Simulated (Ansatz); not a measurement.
## AlN (F-43m):Mo_Al, thermodynamic levels from a 54-atom cell

Charge states of Mo_Al in AlN (F-43m), set against the band edges. Model: a cell of 54 host atoms with 1 Al taken out and 1 Mo put in.

Program: Ansatz 0.2.0. Level of theory: place-levels on r2SCAN runs: charge-transition levels and formation energies with image-charge correction and potential alignment at the atomic sites; PAW set soft_1. Results are calculated unless marked as measured.

### Step 1. Starting point

The cell holds 54 atoms: 26 Al, 27 N and 1 Mo. Its edges and angles: a = 9.269 Å, b = 9.269 Å, c = 9.269 Å, α = 60.0°, β = 60.0°, γ = 60.0°. It derives from AlN (space group F-43m). Nearest the centre at fractional (0.333, 0.667, 0.667): Mo35 at 0.00 Å, N34 at 1.89 Å, N30 at 1.89 Å, N18 at 1.89 Å, N36 at 1.89 Å, Al23 at 3.09 Å, Al31 at 3.09 Å, Al5 at 3.09 Å.

Coordinates:

```xyz
54
Lattice="0.0000 6.5542 6.5542 6.5542 0.0000 6.5542 6.5542 6.5542 0.0000" Properties=species:S:1:pos:R:3 pbc="T T T"
Al    0.0000    0.0000    0.0000
N     1.0924    1.0924    1.0924
Al    2.1847    2.1847    0.0000
N     3.2771    3.2771    1.0924
Al    4.3695    4.3695    0.0000
N     5.4618    5.4618    1.0924
Al    2.1847    0.0000    2.1847
N     3.2771    1.0924    3.2771
Al    4.3695    2.1847    2.1847
N     5.4618    3.2771    3.2771
Al    6.5542    4.3695    2.1847
N     7.6466    5.4618    3.2771
Al    4.3695    0.0000    4.3695
N     5.4618    1.0924    5.4618
Al    6.5542    2.1847    4.3695
N     7.6466    3.2771    5.4618
Al    8.7389    4.3695    4.3695
N     9.8313    5.4618    5.4618
Al    0.0000    2.1847    2.1847
N     1.0924    3.2771    3.2771
Al    2.1847    4.3695    2.1847
N     3.2771    5.4618    3.2771
Al    4.3695    6.5542    2.1847
N     5.4618    7.6466    3.2771
Al    2.1847    2.1847    4.3695
N     3.2771    3.2771    5.4618
Al    4.3695    4.3695    4.3695
N     5.4618    5.4618    5.4618
Al    6.5542    6.5542    4.3695
N     7.6466    7.6466    5.4618
Al    4.3695    2.1847    6.5542
N     5.4618    3.2771    7.6466
Al    6.5542    4.3695    6.5542
N     7.6466    5.4618    7.6466
Mo    8.7389    6.5542    6.5542
N     9.8313    7.6466    7.6466
Al    0.0000    4.3695    4.3695
N     1.0924    5.4618    5.4618
Al    2.1847    6.5542    4.3695
N     3.2771    7.6466    5.4618
Al    4.3695    8.7389    4.3695
N     5.4618    9.8313    5.4618
Al    2.1847    4.3695    6.5542
N     3.2771    5.4618    7.6466
Al    4.3695    6.5542    6.5542
N     5.4618    7.6466    7.6466
Al    6.5542    8.7389    6.5542
N     7.6466    9.8313    7.6466
Al    4.3695    4.3695    8.7389
N     5.4618    5.4618    9.8313
Al    6.5542    6.5542    8.7389
N     7.6466    7.6466    9.8313
Al    8.7389    8.7389    8.7389
N     9.8313    9.8313    9.8313
```

The host's dielectric constants go in as inputs: 4.64 for the electrons alone, 8.51 with the ions, computed on the host (DFPT, PBEsol, on the r2SCAN cell), and a cell off the functional's own equilibrium shifts the ionic part.

The cell's shortest repeat is 9.3 Å.

### Step 2. Charge states

A transition level is the Fermi level at which two charge states cost the same, so each charge needs its own total energy, at its own relaxed structure.

Each atom starts 0.05 Å or so off its site in a random direction: a symmetric start keeps its symmetry, and would miss off-centre moves and Jahn–Teller distortions. Forces are taken at one point at (¼, ¼, ¼). The cell holds 1 electron more than the neutral one, with a uniform background that keeps it neutral on the whole.

The sampling was tested on the host first: at the k-points planned (1x1x1 shifted 0.25 0.25 0.25) its energy lies 0.045 eV an atom from the dense-mesh value, so the final energies take a denser sampling.

One state's input; the others differ in charge, spin, start and seed, and in occupations where the table says so.

File qm1.relax/input.yaml:

```yaml
crystal:
  lattice:
    - [0.0, 6.55418986, 6.55418986]
    - [6.55418986, 0.0, 6.55418986]
    - [6.55418986, 6.55418986, 0.0]
  atoms:
    - { symbol: Al, position: [0.0, 0.0, 0.0] }
    - { symbol: "N", position: [0.08333333, 0.08333333, 0.08333333] }
    - { symbol: Al, position: [0.0, 0.0, 0.33333333] }
    - { symbol: "N", position: [0.08333333, 0.08333333, 0.41666667] }
    - { symbol: Al, position: [0.0, 0.0, 0.66666667] }
    - { symbol: "N", position: [0.08333333, 0.08333333, 0.75] }
    - { symbol: Al, position: [0.0, 0.33333333, 0.0] }
    - { symbol: "N", position: [0.08333333, 0.41666667, 0.08333333] }
    - { symbol: Al, position: [0.0, 0.33333333, 0.33333333] }
    - { symbol: "N", position: [0.08333333, 0.41666667, 0.41666667] }
    - { symbol: Al, position: [0.0, 0.33333333, 0.66666667] }
    - { symbol: "N", position: [0.08333333, 0.41666667, 0.75] }
    - { symbol: Al, position: [0.0, 0.66666667, 0.0] }
    - { symbol: "N", position: [0.08333333, 0.75, 0.08333333] }
    - { symbol: Al, position: [0.0, 0.66666667, 0.33333333] }
    - { symbol: "N", position: [0.08333333, 0.75, 0.41666667] }
    - { symbol: Al, position: [0.0, 0.66666667, 0.66666667] }
    - { symbol: "N", position: [0.08333333, 0.75, 0.75] }
    - { symbol: Al, position: [0.33333333, 0.0, 0.0] }
    - { symbol: "N", position: [0.41666667, 0.08333333, 0.08333333] }
    - { symbol: Al, position: [0.33333333, 0.0, 0.33333333] }
    - { symbol: "N", position: [0.41666667, 0.08333333, 0.41666667] }
    - { symbol: Al, position: [0.33333333, 0.0, 0.66666667] }
    - { symbol: "N", position: [0.41666667, 0.08333333, 0.75] }
    - { symbol: Al, position: [0.33333333, 0.33333333, 0.0] }
    - { symbol: "N", position: [0.41666667, 0.41666667, 0.08333333] }
    - { symbol: Al, position: [0.33333333, 0.33333333, 0.33333333] }
    - { symbol: "N", position: [0.41666667, 0.41666667, 0.41666667] }
    - { symbol: Al, position: [0.33333333, 0.33333333, 0.66666667] }
    - { symbol: "N", position: [0.41666667, 0.41666667, 0.75] }
    - { symbol: Al, position: [0.33333333, 0.66666667, 0.0] }
    - { symbol: "N", position: [0.41666667, 0.75, 0.08333333] }
    - { symbol: Al, position: [0.33333333, 0.66666667, 0.33333333] }
    - { symbol: "N", position: [0.41666667, 0.75, 0.41666667] }
    - { symbol: Mo, position: [0.33333333, 0.66666667, 0.66666667] }
    - { symbol: "N", position: [0.41666667, 0.75, 0.75] }
    - { symbol: Al, position: [0.66666667, 0.0, 0.0] }
    - { symbol: "N", position: [0.75, 0.08333333, 0.08333333] }
    - { symbol: Al, position: [0.66666667, 0.0, 0.33333333] }
    - { symbol: "N", position: [0.75, 0.08333333, 0.41666667] }
    - { symbol: Al, position: [0.66666667, 0.0, 0.66666667] }
    - { symbol: "N", position: [0.75, 0.08333333, 0.75] }
    - { symbol: Al, position: [0.66666667, 0.33333333, 0.0] }
    - { symbol: "N", position: [0.75, 0.41666667, 0.08333333] }
    - { symbol: Al, position: [0.66666667, 0.33333333, 0.33333333] }
    - { symbol: "N", position: [0.75, 0.41666667, 0.41666667] }
    - { symbol: Al, position: [0.66666667, 0.33333333, 0.66666667] }
    - { symbol: "N", position: [0.75, 0.41666667, 0.75] }
    - { symbol: Al, position: [0.66666667, 0.66666667, 0.0] }
    - { symbol: "N", position: [0.75, 0.75, 0.08333333] }
    - { symbol: Al, position: [0.66666667, 0.66666667, 0.33333333] }
    - { symbol: "N", position: [0.75, 0.75, 0.41666667] }
    - { symbol: Al, position: [0.66666667, 0.66666667, 0.66666667] }
    - { symbol: "N", position: [0.75, 0.75, 0.75] }
  host:
    repeats: [3, 3, 3]
    atoms:
      - { symbol: Al, position: [0.0, 0.0, 0.0] }
      - { symbol: "N", position: [0.25, 0.25, 0.25] }
total_charge: -1
basis:
  ecutwfc: 500
  xc_grid: 2
hamiltonian:
  xc: r2scan
  pseudopotentials: { kind: paw, azcp: { folder: soft_1 } }
kpoints:
  mp_grid: { grid: [1, 1, 1], shift: [0.25, 0.25, 0.25] }
scf:
  occupations: { method: fixed }
  max_iter: 60
output:
  forces: true
  charged_corrections:
    epsilon: 4.64
    static_epsilon: 8.51
    defect_position: [0.333333, 0.666667, 0.666667]
relax:
  f_tol: 0.02
  max_steps: 80
  random_displacement: { amplitude: 0.05, seed: 8512 }
checkpoint:
  write: "../qm1.relax.run"
  compress: false
  write_wavefunctions: true
  write_every: 100000
```

The run is started by

```console
ansatz run input.yaml --threads 4 --pin off --max-ram 7536MiB --backend cpu --events-out ev --progress --plain --runs-dir out
```

The relaxed structure is kept and the sampling changed to a 2×2×2 shifted mesh.

The run of this state that the levels use, under r2SCAN:

File qm1.point/input.yaml:

```yaml
crystal:
  checkpoint: "../qm1.relax.run"
  host: checkpoint
total_charge: -1
basis:
  ecutwfc: 500
  xc_grid: 2
hamiltonian:
  xc: r2scan
  pseudopotentials: { kind: paw, azcp: { folder: soft_1 } }
kpoints:
  mp_grid: { grid: [2, 2, 2], shift: [0.5, 0.5, 0.5] }
scf:
  occupations: { method: fermi_dirac, width: 0.01 }
  max_iter: 60
output:
  forces: true
  eigenvalues: true
  charged_corrections:
    epsilon: 4.64
    static_epsilon: 8.51
    defect_position: [0.333333, 0.666667, 0.666667]
  eigenstates: { localisation: true }
  populations: true
  band_densities: [{ bands: [v1, v1] }, { bands: [c1, c1] }]
  write_density: true
  write_potential: true
  volumetric_format: npy
checkpoint:
  read: "../qm1.relax.run"
  write: "../qm1.point.run"
  compress: false
  write_wavefunctions: false
  write_every: 100000
```

Relaxations under r2SCAN at one point at (¼, ¼, ¼); times on 4 threads of Arm Neoverse V1, shared host:

```csv
charge,moment (μB),occupations,outcome,steps,largest displacement against the far atoms (Å),time
−1,0,fixed,converged,11,0.38,95 s
−1,4,fixed,converged,8,0.22,3.5 min
−1,2,fixed,converged,10,0.27,3.9 min
0,1,fixed,converged,9,0.21,3.8 min
0,3,fixed,converged,8,0.23,2.4 min
+1,0,fixed,not converged,-,-,37 s
+1,0,fermi-dirac,converged,8,0.08,1.8 min
+1,2,fixed,converged,6,0.09,1.9 min
+2,1,fixed,converged,5,0.08,2.3 min
```

Single points under r2SCAN at a 2×2×2 shifted mesh; times on 4 threads of Arm Neoverse V1, shared host:

```csv
charge,moment (μB),occupations,outcome,time
−1,0,fermi-dirac,converged,50 s
−1,4,fermi-dirac,converged,2 min
−1,2,fermi-dirac,converged,1.9 min
0,1,fermi-dirac,converged,1.8 min
0,3,fermi-dirac,converged,1.8 min
+1,0,fermi-dirac,converged,47 s
+1,2,fermi-dirac,converged,1.8 min
+2,1,fermi-dirac,converged,1.8 min
```

Distances (Å) from Mo35 to the nearest atoms after relaxation with r2SCAN:

```csv
charge,moment (μB),1.,2.,3.,4.,5.,6.
−1,0,N 1.86,N 2.07,N 2.07,N 2.30,Al 2.79,Al 2.82
−1,4,N 2.03,N 2.03,N 2.13,N 2.15,Al 2.96,Al 2.96
−1,2,N 1.98,N 1.99,N 2.08,N 2.26,Al 2.85,Al 2.85
0,1,N 1.98,N 1.98,N 1.98,N 2.19,Al 2.91,Al 2.92
0,3,N 1.98,N 1.98,N 1.99,N 2.21,Al 2.91,Al 2.91
+1,0,N 1.97,N 1.97,N 1.97,N 1.98,Al 3.12,Al 3.12
+1,2,N 1.98,N 1.98,N 1.98,N 1.99,Al 3.12,Al 3.12
+2,1,N 1.91,N 1.92,N 1.92,N 1.92,Al 3.13,Al 3.14
```

[end of part 1 of 2]

[Logs are printed without paths, hosts, clocks, repeated set-up lines and the standing remarks that a program may print on its own settings, such as how far it seeks lower states.]

[Hosts, paths, dates, database ids (printed as entryN), source tags and the programs' standing remarks are cut or masked in the printed files.]

[Where a table of states has a column of steps, it counts the stored structures, which are thinned; the runs took as many ionic steps or more.]

[A defect's name tells the site on which it was built; relaxed atoms can leave that site.]

[For some hosts the program warned that the k-mesh of the response run may be too coarse for force constants and the static dielectric constant; such warnings are not shown here.]
